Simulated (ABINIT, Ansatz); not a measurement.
# Calculated records

```xyz
4
Lattice="3.975 0.000 0.000 0.000 3.975 0.000 0.000 0.000 5.023" Properties=species:S:1:pos:R:3 pbc="T T T" subject="PbO (P4/nmm): one start, several treatments of the self-energy" method="RPA screening on PBE, plane waves, norm-conserving pseudopotentials (and 4 further levels or steps)" program="ABINIT 10.8.3" settings="cutoff 42 Ha, PseudoDojo scalar-relativistic 0.4 stringent, norm-conserving, ngkpt (4, 4, 4), nband 124, ecuteps 5.2 Ha, inclvkb 2, shiftk (0, 0, 0), symchi 1, awtr 1, frequency ppm, 4×4×4 k-mesh" cost="7 runs, 7.2 min in all on 8 MPI ranks of Intel Xeon 6975P-C (Granite Rapids), shared host" notes="The database entry behind the starting cell differs from other determinations of this structure. The program’s warnings: nkpt*nsppol () is not a multiple of nproc spkpt (). The cell and positions come from the Crystallography Open Database and are kept as given unless a step says otherwise. Limits: no spin-orbit coupling. Static COHSEX lies above G0W0: it lacks the factor Z and overstates the Coulomb hole of the filled states. The 4×4×4 mesh is coarse for this cell, which bears on the long-range parts of exchange and screening." g0w0_godby_needs_plasmon_pole="1.282 eV" g0w0_hybertsen_louie_plasmon_pole="1.289 eV" g0w0_von_der_linden_horsch_plasmon_pole="1.133 eV" one_shot_cohsex="2.156 eV" one_shot_hartree_fock="7.021 eV" known_limits="short of the basis limit; no spin-orbit coupling; coarse k mesh"
Pb    0.000    1.987    1.198
Pb    1.987    0.000    3.825
O     0.000    0.000    0.000
O     1.987    1.987    0.000
```

[Long decimals in the printed logs are rounded to 6 places.]

[Logs are printed without paths, hosts, clocks, repeated set-up lines and the standing remarks that a program may print on its own settings, such as how far it seeks lower states.]

[Paths, hosts, dates, memory and timing lines, banners, echoed tables and standing remarks are left out of the program output; an Ansatz launch command may be rebuilt from the run's recorded settings. Measured values are a selection of at most five: reports struck by readers or far from the other reports are left out. None is set beside runs whose start may be inverted or whose files or cutoffs have a known fault.]

[Runs of the session that timed out or met a known fault of the program may be left out.]

[Hosts, paths, dates, database ids (printed as entryN), source tags and the programs' standing remarks are cut or masked in the printed files.]

[G0W0 gaps are taken among the corrected bands and points alone; a level outside them can change the order at an edge.]

[Where Ansatz stands beside ABINIT at settings called matched, ABINIT's density can come from a denser mesh and the files from another edition; pairs whose starting gaps differed by over 0.03 eV were left out, so agreement reads better than it is.]
